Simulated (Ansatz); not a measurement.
## BN (P6_3mc): refractive index against wavelength

The refractive index of BN (P6_3mc) along x below the direct gap (8.36 eV on the mesh) is read from one computed spectrum, n = √(Re ε). x, y and z are the Cartesian axes of the input cell.

The structure is hexagonal, space group P6_3mc (No. 186). Conventional cell: a = 2.536 Å, b = 2.536 Å, c = 4.199 Å, α = 90.00°, β = 90.00°, γ = 120.00°. N on site b has 4 B at 1.56 to 1.57 Å as nearest neighbours. B on site b has 4 N at 1.56 to 1.57 Å as nearest neighbours.

Method: Ansatz 0.2.0, PBE, independent particles, k-mesh 12×12×5 with interpolation inside its cells, Gaussian parameter 0.1 eV.

Launch of the response step: `ansatz run input.yaml --threads 4 --pin off --max-ram 8192MiB --backend cpu --events-out ev --progress --plain --runs-dir out`. The run took 51 s, on 4 threads of Intel(R) Xeon(R) Processor @ 2.50GHz (Skylake/Cascade Lake), on a shared host.

```
wavelength (nm)  photon energy E (eV)       n
            532                 2.331  2.1862
            450                 2.755  2.1985
            405                 3.061  2.2089
            365                 3.397  2.2219
            308                 4.025  2.2513
            266                 4.661  2.2886
            248                 4.999       ?
```

In the single-oscillator model n² − 1 = E₀E_d/(E₀² − E²), so 1/(n² − 1) = E₀/E_d − E²/(E₀E_d) is linear in E².

Working, on the rows shown:

| x = E² (eV²) | y = 1/(n² − 1) |
| --- | --- |
| 5.43137 | 0.264587 |
| 7.59115 | 0.260865 |
| 9.37179 | 0.257783 |
| 11.5384 | 0.254011 |
| 16.2043 | 0.2458 |
| 21.7255 | 0.235978 |

Means: x̄ = 11.977, ȳ = 0.25317. Σ(x − x̄)(y − ȳ) = -0.3196, Σ(x − x̄)² = 182. Slope = -0.3196 / 182 = -0.001757; intercept = ȳ − slope · x̄ = 0.27421. Turned back into n, the line misses the rows shown by at most 0.00027.

Task: What does the fit predict for the withheld row, and how well does it do?

Result: At x = 24.994 the line gives y = 0.23031, that is 2.3113. The run gave 2.3122, so the extrapolation is off by 0.00092, 0.7 % of the range in the table.

Refitted with all rows, the slope is -0.001764 and the intercept 0.27428. These give E₀ = √(intercept/−slope) = 12.47 eV and E_d = E₀/intercept = 45.5 eV; E₀ is 1.5 times the direct gap. The electronic limit at long wavelengths, without lattice vibrations, is n = √(1 + 1/intercept) = 2.155. The cell comes from an older database entry, whose edges can be off by a per cent or so. Excitons are left out and so are local fields; PBE gaps are as a rule too small.

[Logs are printed without paths, hosts, clocks, repeated set-up lines and the standing remarks that a program may print on its own settings, such as how far it seeks lower states.]
